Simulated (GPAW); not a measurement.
# Mo L₃-edge XANES of Si2Mo (I4/mmm), part 2 of 4

Aim: the dependence of the Mo L₃ near-edge features of Si2Mo (I4/mmm) on volume.

GPAW 26.7.0; X-ray absorption from dipole matrix elements to empty bands, plane-wave PAW LDA.

So far. Step 2 (The field without a hole): The mesh shows no gap, so the system is treated as a metal and the core electron is put at the Fermi level (neutral cell).

The database entry behind the starting cell is an old determination (1927), so it need not match the best structure at ambient conditions.

**4. Spectrum with XCH, Mo atom 1**

The holes are 6.4 Å apart. In GPAW the data set carries the hole's charge, so charge=0 means a charged cell and charge=-1 a neutral one. The excited electron is kept in the cell, where it fills the lowest empty states and screens the hole. After the field has converged, empty bands are computed with the density fixed and the dipole matrix elements are summed.

The absorber has 10 Si at 2.62 Å and 4 Mo at 3.20 Å (14-fold, site symmetry 4/mmm).

File xas.py:

```python
import numpy as np
from ase import Atoms
from ase.parallel import parprint, paropen
from gpaw import GPAW, PW, FermiDirac, Mixer, MixerDif, setup_paths
from gpaw.test import gen
setup_paths.insert(0, '.')
gen('Mo', name='fch2p', xcname='LDA', corehole=(2, 1, 1), write_xml=True)
from gpaw.mpi import world
world.barrier()

atoms = Atoms('Mo5Si10',
    cell=[[1.6, 4.8, -3.9305],
     [4.8, -1.6, -3.9305],
     [-1.6, -4.8, -3.9305]],
    scaled_positions=[[0, 0, 0],
     [0.2, 0.4, 0.4],
     [0.6, 0.2, 0.2],
     [0.4, 0.8, 0.8],
     [0.8, 0.6, 0.6],
     [0.333, 0, 0.333],
     [0.533, 0.4, 0.733],
     [0.933, 0.2, 0.533],
     [0.733, 0.8, 0.133],
     [0.133, 0.6, 0.933],
     [0.667, 0, 0.667],
     [0.867, 0.4, 0.067],
     [0.267, 0.2, 0.867],
     [0.067, 0.8, 0.467],
     [0.467, 0.6, 0.267]],
    pbc=True)
atoms.calc = calc = GPAW(legacy_gpaw=True, mode=PW(430, force_complex_dtype=True), xc='LDA', setups={0: 'fch2p'},
    kpts={'size': (5, 5, 5), 'gamma': True}, occupations=FermiDirac(0.1),
    charge=-1, mixer=Mixer(0.1, 5, 50), maxiter=150,
    convergence={'density': 0.0001, 'eigenstates': 1e-6}, txt='scf.txt')
energy = atoms.get_potential_energy() + calc.get_reference_energy()
ef = calc.get_fermi_level()
out = dict(energy=energy, fermi=ef, forces=atoms.get_forces().tolist())
parprint(f'all-electron energy {energy:.4f} eV, Fermi level {ef:.4f} eV')
ev = np.array([[calc.get_eigenvalues(k, s) for k in range(len(calc.get_ibz_k_points()))] for s in range(calc.get_number_of_spins())])
out['homo'], out['lumo'], out['counts'] = ev[ev < ef].max(), ev[ev > ef].min(), sorted(set((ev < ef).sum((0, 2)).tolist()))
out['filled'] = (ev[:, 0] < ef).sum(1).tolist()

from ase.units import Ha
from gpaw.xas import dipole_matrix_elements
nb = int(calc.get_number_of_electrons() / 2) + 147
top, nb = nb, nb + 8 + nb // 12
nscf = calc.fixed_density(kpts={'size': (7, 7, 7), 'gamma': True}, nbands=nb,
    convergence={'bands': top, 'eigenstates': 5e-3}, maxiter=60, txt='nscf.txt')
cell = atoms.cell.array
ops = [cell.T @ U.T @ np.linalg.inv(cell.T) for U in nscf.wfs.kd.symmetry.op_scc]
E = np.arange(-6, 34, 0.1)
fwhm = np.interp(E, [4, 25], [1.78, 3.5])
Y, X, zero, highest = 0, 0, 1e9, 1e9
for spin in range(nscf.get_number_of_spins()):
    wfs = nscf.wfs
    mine = wfs.bd.get_slice()  # this rank's bands
    A = dipole_matrix_elements(wfs.setups[0])
    eps = np.zeros((wfs.kd.nibzkpts, nb))
    d = np.zeros((3, A.shape[1], wfs.kd.nibzkpts, nb), complex)
    for kpt in wfs.kpt_u:
        if kpt.s == spin and 0 in kpt.P_ani:
            eps[kpt.k, mine] = kpt.eps_n * Ha
            d[:, :, kpt.k, mine] = (kpt.weight * wfs.nspins / 2) ** 0.5 * np.inner(A, kpt.P_ani[0])
    world.sum(eps)
    world.sum(d)
    T = np.einsum('amkn,bmkn->abkn', d, d.conj()).real
    T = sum(np.einsum('ai,ijkn,bj->abkn', R, T, R) for R in ops) / len(ops)
    empty = eps > ef
    zero, highest = min(zero, eps[empty].min()), min(highest, eps[:, top - 1].min())
    lines = [(eps, T, empty)] if spin == 0 else lines + [(eps, T, empty)]
for eps, T, empty in lines:
    f = np.einsum('aakn->akn', T).reshape(3, -1)
    x = eps.ravel() - zero
    w = np.interp(x, E, fwhm) / 2.35482
    g = np.exp(-0.5 * ((E[:, None] - x) / w) ** 2) / (w * (2 * np.pi) ** 0.5)
    Y = Y + (f * empty.ravel()) @ g.T
    X = X + (f * ~empty.ravel()) @ g.T
out.update(E=E.round(2).tolist(), xas=Y.tolist(), xes=X.tolist(), zero=zero, valid=highest - zero, nk=len(eps), nb=nb)
for i in range(0, len(E), 10):
    parprint(f'{E[i]:7.2f}', *(f'{v:10.3e}' for v in Y[:, i]))
import json
with paropen('out.json', 'w') as f:
    json.dump(out, f)
```

Launch:

```console
OMP_NUM_THREADS=1 mpirun -n 4 gpaw python xas.py
```

Numbers of over 12 decimals in the logs are rounded to 6 here.

What it wrote:

```text
Input parameters:
  charge: -1
  convergence: {density: 0.0001,
                eigenstates: 1e-06}
  kpts: {gamma: True,
         size: (5, 5, 5)}
  maxiter: 150
  mixer: {backend: pulay,
          beta: 0.1,
          method: separate,
          nmaxold: 5,
          weight: 50}
  mode: {ecut: 430.0,
         force_complex_dtype: True,
         name: pw}
  occupations: {fixmagmom: False,
                name: fermi-dirac,
                width: 0.1}
  setups: {0: fch2p}

Initialize ...

[... PAW data sets ...]

Reference energy: -626132.269079  # eV

Spin-paired calculation

[... convergence settings ...]
Symmetries present (total): 8
  [... symmetry matrices ...]

125 k-points: 5 x 5 x 5 Monkhorst-Pack grid
21 k-points in the irreducible part of the Brillouin zone
       k-points in crystal coordinates                weights
   0:     0.00000000    0.00000000    0.00000000          1/125
   1:     0.20000000    0.00000000   -0.20000000          4/125
   2:     0.20000000    0.20000000   -0.20000000          4/125
   3:     0.20000000    0.20000000    0.00000000          8/125
   4:     0.20000000    0.20000000    0.20000000          2/125
   5:     0.40000000   -0.20000000   -0.40000000          4/125
   6:     0.40000000   -0.20000000    0.00000000          8/125
   7:     0.40000000   -0.20000000    0.20000000          8/125
   8:     0.40000000    0.00000000   -0.40000000          4/125
   9:     0.40000000    0.00000000   -0.20000000          8/125
          ...
  20:     0.40000000    0.40000000    0.40000000          2/125

Wave functions: Plane wave expansion
  Cutoff energy: 430.000 eV
  Number of coefficients (min, max): 4056, 4101
  Pulay-stress correction: 0.000000 eV/Ang^3 (de/decut=0.000000)
  Using FFTW library
  Wavefunction extrapolation:
    Improved wavefunction reuse through dual PAW basis

Occupation numbers: Fermi-Dirac:
  width: 0.1000  # eV

Eigensolver
   Davidson(niter=2)

Densities:
  Coarse grid: 32*32*32 grid
  Fine grid: 64*64*64 grid
  Total Charge: 0.000000

Density mixing:
  Method: separate
  Backend: pulay
  Linear mixing parameter: 0.1
  old densities: 5
  Width of damping distribution: 1.1
  Damping of long wavelength oscillations: 50

[... Hamiltonian set-up ...]
Number of atoms: 15
Number of atomic orbitals: 105
Number of bands in calculation: 71
Number of valence electrons: 111
Bands to converge: occupied

... initialized

Initializing position-dependent things.

Density initialized from atomic densities
Creating initial wave functions:
  71 bands from LCAO basis set

          Mo

          Si
               Mo   Si
             Mo
          Si      Si
               Si      Si
        Si      Si
             Si
                  Mo
           Si   Mo

Atomic positions and initial magnetic moments

Positions:
   0 Mo     0.000000    0.000000    0.000000    ( 0.0000,  0.0000,  0.0000)
   1 Mo     1.600000   -1.600000   -3.930500    ( 0.0000,  0.0000,  0.0000)
   2 Mo     1.600000    1.600000   -3.930500    ( 0.0000,  0.0000,  0.0000)
   3 Mo     3.200000   -3.200000   -7.861000    ( 0.0000,  0.0000,  0.0000)
   4 Mo     3.200000    0.000000   -7.861000    ( 0.0000,  0.0000,  0.0000)
   5 Si    -0.000000    0.000000   -2.617713    ( 0.0000,  0.0000,  0.0000)
   6 Si     1.600000   -1.600000   -6.548213    ( 0.0000,  0.0000,  0.0000)
[...]
12 Si    -0.000000   -3.200000   -5.243287    ( 0.0000,  0.0000,  0.0000)
  13 Si     3.200000   -3.200000   -5.243287    ( 0.0000,  0.0000,  0.0000)
  14 Si     3.200000    0.000000   -5.243287    ( 0.0000,  0.0000,  0.0000)

Unit cell:
           periodic     x           y           z      points  spacing
  1. axis:    yes    1.600000    4.800000   -3.930500    32     0.1654
  2. axis:    yes    4.800000   -1.600000   -3.930500    32     0.1581
  3. axis:    yes   -1.600000   -4.800000   -3.930500    32     0.1654

  Lengths:   6.406936   6.406936   6.406936
  Angles:   67.892069 104.317501  67.892069

Effective grid spacing dv^(1/3) = 0.1831

iter:   1  -150.152762
iter:   2  -142.114695   -0.44  -1.06
iter:   3  -140.070975   -0.79  -1.16
iter:   4  -139.526255   -1.26  -1.26
iter:   5  -139.593193   -1.63  -1.35
iter:   6  -139.180864   -2.05  -1.69
iter:   7  -139.529004   -1.22  -1.97
iter:   8  -139.166899   -2.31  -1.83
iter:   9  -139.150935   -2.17  -2.35
iter:  10  -139.161326c  -2.87  -2.57
iter:  11  -139.147611c  -3.80  -2.52
iter:  12  -139.145165c  -3.69  -2.85
iter:  13  -139.145648c  -5.28  -3.32
iter:  14  -139.145084c  -4.57  -3.19
iter:  15  -139.145054c  -5.00  -3.64
iter:  16  -139.145065c  -6.21c -3.87
iter:  17  -139.145055c  -6.02c -4.03c

Converged after 17 iterations.

Dipole moment: (0.000000, -0.000000, 0.000000) |e|*Ang

Energy contributions relative to reference atoms: (reference = -626132.269079)

Kinetic:         +8.278509
Potential:      -10.858245
External:        +0.000000
XC:            -134.825260
Entropy (-ST):   -0.110603
Local:           -1.684757
SIC:             +0.000000
--------------------------
Free energy:   -139.200356
Extrapolated:  -139.145055

Showing only first 2 kpts
 Kpt  Band  Eigenvalues  Occupancy
  0    53     10.58410    2.00000
  0    54     11.94524    1.45067
  0    55     12.31845    0.11894
  0    56     12.81191    0.00091

  1    53     11.18904    1.99961
  1    54     11.29713    1.99884
  1    55     11.90813    1.58571
[...]
Fermi level: 12.04235

No gap
No difference between direct/indirect transitions

Forces in eV/Ang:
  0 Mo    0.00000    0.00000   -0.00000
  1 Mo    0.05635    0.18112   -0.00000
  2 Mo   -0.18112    0.05635   -0.00000
  3 Mo    0.18112   -0.05635   -0.00000
  4 Mo   -0.05635   -0.18112   -0.00000
  5 Si    0.00000    0.00000   -0.32686
  6 Si    0.02365   -0.00594   -0.30597
[...]
12 Si    0.00594    0.02365    0.30597
 13 Si   -0.00594   -0.02365    0.30597
 14 Si   -0.02365    0.00594    0.30597
Scalar-relativistic atomic LDA calculation for Mo (Molybdenum, Z=42)
Core hole in 2p state (2p occupation: 5.0)
750 radial gridpoints.
|------------------------------------------------|
|------------------------------------------------|
[... the atom generator's iteration count ...]

Energy contributions:
-------------------------
Kinetic:    +4069.939511
XC:          -114.986786
Potential:  -7904.251192
-------------------------
Total:      -3949.298467

state      eigenvalue         ekin         rmax
-----------------------------------------------
1s^2.0 :  -732.879458   922.442030        0.023
2s^2.0 :  -106.290244   189.651213        0.129
2p^5.0 :   -95.939490   182.814278        0.103
3s^2.0 :   -18.826083    51.152366        0.379
3p^6.0 :   -15.320829    47.719753        0.370
3d^10.0:    -9.563838    43.120998        0.311
4s^2.0 :    -2.902441    12.067156        0.960
4p^6.0 :    -1.920775     9.911429        1.029
4d^5.0 :    -0.535218     5.316639        1.263
5s^1.0 :    -0.422161     1.662325        2.644
5p^0.0 :    -0.258040     1.062298        3.253
-----------------------------------------------
(units: Bohr and Hartree)

Generating PAW setup
Kinetic energy of the core from tauc = 4036.610471855977
Cutoffs:
rc(s)=2.340
rc(p)=2.450
rc(d)=2.450
rc(vbar)=2.340
rc(comp)=2.270
rc(nct)=2.450

Kinetic energy of the core states: 3958.091103
Charge: 1.0
Core electrons: 27.0
Valence electrons: 14.0
Pseudo-core charge: 0.000160
Shape function alpha=1.941
Pseudo-electron charge 6.140063
state    eigenvalue         norm
--------------------------------
4s(2) :    -2.902441     0.422814
5s(1) :    -0.422161     0.980556
4p(6) :    -1.920775     0.275464
5p(0) :    -0.258040     0.974464
4d(5) :    -0.535218     0.532187
*d    :     0.464782
--------------------------------

Diagonalizing with gridspacing h=0.050

state   all-electron     PAW
-------------------------------
4s:      -2.902441    -2.903099
4p:      -1.920775    -1.922004
4d:      -0.535218    -0.537058
*f:                   -0.026104
-------------------------------
all-electron energy -626271.4141 eV, Fermi level 12.0424 eV
[...]
31.00  7.196e-06  7.196e-06  8.751e-06
  32.00  7.274e-06  7.274e-06  9.127e-06
  33.00  7.113e-06  7.113e-06  8.801e-06
```

Elapsed: 3.1 min, on 4 MPI ranks of Intel Xeon at 2.60GHz (Ice Lake), shared host; peak memory 0.68 GiB; 12 min of CPU time.

The Mo L₃ spectrum, Mo atom 1, excited-electron core hole (neutral cell) (energy from the lowest empty level; intensity scaled to a mean of 1 over the first 20 eV; polarised curves are means over the symmetry-equivalent atoms):

| E (eV) | isotropic | ε ⊥ c | ε ∥ c |
| --- | --- | --- | --- |
| -2.0 | 0.01 | 0.01 | 0.01 |
| -1.5 | 0.06 | 0.06 | 0.04 |
| -1.0 | 0.22 | 0.24 | 0.17 |
| -0.5 | 0.64 | 0.70 | 0.51 |
| 0.0 | 1.35 | 1.46 | 1.12 |
| 0.5 | 2.19 | 2.31 | 1.94 |
| 1.0 | 2.81 | 2.88 | 2.69 |
| 1.5 | 2.94 | 2.91 | 3.01 |
| 2.0 | 2.68 | 2.59 | 2.85 |
| 2.5 | 2.33 | 2.25 | 2.48 |
| 3.0 | 2.08 | 2.01 | 2.21 |
| 3.5 | 1.87 | 1.79 | 2.03 |
| 4.0 | 1.64 | 1.56 | 1.79 |
| 4.5 | 1.41 | 1.38 | 1.48 |
| 5.0 | 1.24 | 1.25 | 1.21 |
| 5.5 | 1.11 | 1.14 | 1.04 |
| 6.0 | 1.00 | 1.03 | 0.95 |
| 6.5 | 0.90 | 0.91 | 0.90 |
| 7.0 | 0.82 | 0.80 | 0.86 |
| 7.5 | 0.76 | 0.73 | 0.83 |
| 8.0 | 0.72 | 0.68 | 0.80 |
| 8.5 | 0.69 | 0.65 | 0.77 |
| 9.0 | 0.66 | 0.63 | 0.73 |
| 9.5 | 0.63 | 0.61 | 0.67 |
| 10.0 | 0.60 | 0.60 | 0.62 |
| 10.5 | 0.58 | 0.58 | 0.57 |
| 11.0 | 0.56 | 0.58 | 0.53 |
| 11.5 | 0.56 | 0.59 | 0.50 |
| 12.0 | 0.57 | 0.61 | 0.50 |
| 12.5 | 0.59 | 0.63 | 0.51 |
| 13.0 | 0.59 | 0.63 | 0.53 |
| 13.5 | 0.57 | 0.59 | 0.53 |
| 14.0 | 0.52 | 0.52 | 0.51 |
| 14.5 | 0.47 | 0.46 | 0.49 |
| 15.0 | 0.44 | 0.42 | 0.48 |
| 15.5 | 0.43 | 0.40 | 0.48 |
| 16.0 | 0.44 | 0.40 | 0.50 |
| 16.5 | 0.45 | 0.42 | 0.52 |
| 17.0 | 0.48 | 0.45 | 0.53 |
| 17.5 | 0.50 | 0.48 | 0.53 |
| 18.0 | 0.52 | 0.52 | 0.52 |
| 18.5 | 0.53 | 0.55 | 0.50 |
| 19.0 | 0.54 | 0.57 | 0.48 |
| 19.5 | 0.54 | 0.58 | 0.46 |
| 20.0 | 0.53 | 0.57 | 0.45 |
| 20.5 | 0.50 | 0.54 | 0.43 |
| 21.0 | 0.47 | 0.50 | 0.42 |
| 21.5 | 0.44 | 0.46 | 0.40 |
| 22.0 | 0.41 | 0.43 | 0.38 |
| 22.5 | 0.39 | 0.41 | 0.36 |
| 23.0 | 0.38 | 0.39 | 0.34 |
| 23.5 | 0.37 | 0.39 | 0.33 |
| 24.0 | 0.36 | 0.38 | 0.32 |
| 24.5 | 0.35 | 0.37 | 0.31 |
| 25.0 | 0.35 | 0.36 | 0.31 |
| 25.5 | 0.34 | 0.36 | 0.32 |
| 26.0 | 0.34 | 0.35 | 0.32 |
| 26.5 | 0.35 | 0.35 | 0.34 |
| 27.0 | 0.36 | 0.36 | 0.35 |
| 27.5 | 0.37 | 0.37 | 0.38 |
| 28.0 | 0.39 | 0.39 | 0.40 |
| 28.5 | 0.41 | 0.40 | 0.43 |
| 29.0 | 0.44 | 0.42 | 0.46 |
| 29.5 | 0.46 | 0.44 | 0.50 |
| 30.0 | 0.49 | 0.46 | 0.53 |
| 30.5 | 0.51 | 0.48 | 0.57 |
| 31.0 | 0.53 | 0.49 | 0.60 |

Main maxima below 30 eV (height): 1.4 eV (2.96) and 19.2 eV (0.54). At an L edge the dipole rule selects empty d (and weakly s) states on the absorber, and the strong line at the onset measures the empty part of its d band.

The energy difference (zero at 2545 eV) isn't read as a photon energy: for so heavy an absorber the terms left out (core spin–orbit splitting, the hole's spin, the functional's error) amount to tens of eV or more.

**5. Reference energy of the supercell**

The cell changes for the next run, so it gets a reference energy of its own.

The cell differs from the one that the last finished run ended in (a 6.407 → 6.276 Å, b 6.407 → 6.276 Å, c 6.407 → 6.276 Å).

File scf.py:

```python
import numpy as np
from ase import Atoms
from ase.parallel import parprint, paropen
from gpaw import GPAW, PW, FermiDirac, Mixer, MixerDif, setup_paths
from gpaw.test import gen
setup_paths.insert(0, '.')
gen('Mo', name='nch2p', xcname='LDA', corehole=(2, 1, 0), write_xml=True)
from gpaw.mpi import world
world.barrier()

atoms = Atoms('Mo5Si10',
    cell=[[1.56733777, 4.70201332, -3.8502632],
     [4.70201332, -1.56733777, -3.8502632],
     [-1.56733777, -4.70201332, -3.8502632]],
    scaled_positions=[[0, 0, 0],
     [0.2, 0.4, 0.4],
     [0.6, 0.2, 0.2],
     [0.4, 0.8, 0.8],
     [0.8, 0.6, 0.6],
     [0.333, 0, 0.333],
     [0.533, 0.4, 0.733],
     [0.933, 0.2, 0.533],
     [0.733, 0.8, 0.133],
     [0.133, 0.6, 0.933],
     [0.667, 0, 0.667],
     [0.867, 0.4, 0.067],
     [0.267, 0.2, 0.867],
     [0.067, 0.8, 0.467],
     [0.467, 0.6, 0.267]],
    pbc=True)
atoms.calc = calc = GPAW(legacy_gpaw=True, mode=PW(430, force_complex_dtype=True), xc='LDA', setups={0: 'nch2p'},
    kpts={'size': (5, 5, 5), 'gamma': True}, occupations=FermiDirac(0.1),
    charge=0, mixer=Mixer(0.1, 5, 50), maxiter=150,
    convergence={'density': 0.0001, 'eigenstates': 1e-6}, txt='scf.txt')
energy = atoms.get_potential_energy() + calc.get_reference_energy()
ef = calc.get_fermi_level()
out = dict(energy=energy, fermi=ef, forces=atoms.get_forces().tolist())
parprint(f'all-electron energy {energy:.4f} eV, Fermi level {ef:.4f} eV')
ev = np.array([[calc.get_eigenvalues(k, s) for k in range(len(calc.get_ibz_k_points()))] for s in range(calc.get_number_of_spins())])
out['homo'], out['lumo'], out['counts'] = ev[ev < ef].max(), ev[ev > ef].min(), sorted(set((ev < ef).sum((0, 2)).tolist()))
out['filled'] = (ev[:, 0] < ef).sum(1).tolist()
import json
with paropen('out.json', 'w') as f:
    json.dump(out, f)
```

Launch:

```console
OMP_NUM_THREADS=1 mpirun -n 4 gpaw python scf.py
```

What it wrote:

```text
Input parameters:
  convergence: {density: 0.0001,
                eigenstates: 1e-06}
  kpts: {gamma: True,
         size: (5, 5, 5)}
  maxiter: 150
  mixer: {backend: pulay,
          beta: 0.1,
          method: separate,
          nmaxold: 5,
          weight: 50}
  mode: {ecut: 430.0,
         force_complex_dtype: True,
         name: pw}
  occupations: {fixmagmom: False,
                name: fermi-dirac,
[...]
5s(1) :    -0.158732     0.977403
4p(6) :    -1.418343     0.336432
5p(0) :    -0.042684     0.983393
4d(5) :    -0.144545     0.664974
*d    :     0.855455
--------------------------------

Diagonalizing with gridspacing h=0.050

state   all-electron     PAW
-------------------------------
4s:      -2.366080    -2.366752
4p:      -1.418343    -1.419647
4d:      -0.144545    -0.146057
*f:                    0.066505
-------------------------------
all-electron energy -628816.6254 eV, Fermi level 12.8223 eV
[key lines of the parts left out:]
Converged after 17 iterations.
Dipole moment: (-0.000000, 0.000000, -0.000000) |e|*Ang
Free energy:   -130.452781
Fermi level: 12.82228
```

Wall time 39 s (4 MPI ranks); peak memory 0.31 GiB.

Reference energy: -628816.625 eV with the cores included.

**6. Spectrum with XCH, Mo atom 1**

Shorter bonds are expected to push antibonding states and scattering resonances up, and longer ones down; the cell is scaled to test that.

Changed against the first core-hole run: volume scale from 1 to 0.94.

xas.py: that of step 4 with these lines changed.

```diff
@@ -11,5 +11,5 @@
 atoms = Atoms('Mo5Si10',
-    cell=[[1.6, 4.8, -3.9305],
-     [4.8, -1.6, -3.9305],
-     [-1.6, -4.8, -3.9305]],
+    cell=[[1.56733777, 4.70201332, -3.8502632],
+     [4.70201332, -1.56733777, -3.8502632],
+     [-1.56733777, -4.70201332, -3.8502632]],
     scaled_positions=[[0, 0, 0],
@@ -44,3 +44,3 @@
 from gpaw.xas import dipole_matrix_elements
-nb = int(calc.get_number_of_electrons() / 2) + 147
+nb = int(calc.get_number_of_electrons() / 2) + 140
 top, nb = nb, nb + 8 + nb // 12
```

Launch:

```console
OMP_NUM_THREADS=1 mpirun -n 4 gpaw python xas.py
```

What it wrote:

```text
Input parameters:
  charge: -1
  convergence: {density: 0.0001,
                eigenstates: 1e-06}
  kpts: {gamma: True,
         size: (5, 5, 5)}
  maxiter: 150
  mixer: {backend: pulay,
          beta: 0.1,
          method: separate,
          nmaxold: 5,
          weight: 50}
  mode: {ecut: 430.0,
         force_complex_dtype: True,
         name: pw}
  occupations: {fixmagmom: False,
[...]
*d    :     0.464782
--------------------------------

Diagonalizing with gridspacing h=0.050

state   all-electron     PAW
-------------------------------
4s:      -2.902441    -2.903099
4p:      -1.920775    -1.922004
4d:      -0.535218    -0.537058
*f:                   -0.026104
-------------------------------
all-electron energy -626271.4381 eV, Fermi level 13.0394 eV
[...]
32.00  6.865e-06  6.865e-06  8.138e-06
  33.00  6.950e-06  6.950e-06  8.564e-06
[key lines of the parts left out:]
Converged after 20 iterations.
Dipole moment: (-0.000000, 0.000000, -0.000000) |e|*Ang
Free energy:   -139.217511
Fermi level: 13.03939
```

Elapsed: 2.8 min, on 4 MPI ranks; peak memory 0.65 GiB.

| E (eV) | first run | this run |
| --- | --- | --- |
| -2.0 | 0.01 | 0.01 |
| -1.0 | 0.22 | 0.18 |
| 0.0 | 1.35 | 1.17 |
| 1.0 | 2.81 | 2.55 |
| 2.0 | 2.68 | 2.63 |
| 3.0 | 2.08 | 2.06 |
| 4.0 | 1.64 | 1.65 |
| 5.0 | 1.24 | 1.27 |
| 6.0 | 1.00 | 1.07 |
| 7.0 | 0.82 | 0.89 |
| 8.0 | 0.72 | 0.76 |
| 9.0 | 0.66 | 0.71 |
| 10.0 | 0.60 | 0.68 |
| 11.0 | 0.56 | 0.62 |
| 12.0 | 0.57 | 0.60 |
| 13.0 | 0.59 | 0.61 |
| 14.0 | 0.52 | 0.57 |
| 15.0 | 0.44 | 0.46 |
| 16.0 | 0.44 | 0.41 |
| 17.0 | 0.48 | 0.43 |
| 18.0 | 0.52 | 0.48 |
| 19.0 | 0.54 | 0.53 |
| 20.0 | 0.53 | 0.55 |
| 21.0 | 0.47 | 0.52 |
| 22.0 | 0.41 | 0.45 |
| 23.0 | 0.38 | 0.39 |
| 24.0 | 0.36 | 0.35 |
| 25.0 | 0.35 | 0.34 |
| 26.0 | 0.34 | 0.34 |
| 27.0 | 0.36 | 0.34 |
| 28.0 | 0.39 | 0.35 |
| 29.0 | 0.44 | 0.38 |
| 30.0 | 0.49 | 0.42 |
| 31.0 | 0.53 | 0.46 |

The scaled spectrum changes by 7 % r.m.s. The highest intensity below 24 eV goes from 1.4 eV (2.96) to 1.6 eV (2.78).

The photon energy of the zero moves by -0.11 eV.

(Part 2 of 4 ends here.)

[Banner, clock and machine lines of the logs are left out without a mark of their own.]

[Logs are printed without paths, hosts, clocks, repeated set-up lines and the standing remarks that a program may print on its own settings, such as how far it seeks lower states.]

[Hosts, paths, dates, database ids (printed as entryN), source tags and the programs' standing remarks are cut or masked in the printed files.]

[Lists of maxima count a maximum above −3 eV only where it reaches 4 % of the highest in the window and stands out from its surroundings by 2 % of it (1.5 % where it reaches 55 %); shoulders and weaker maxima are passed over, and of the rest the first, up to two pre-edge ones and the few strongest are named.]
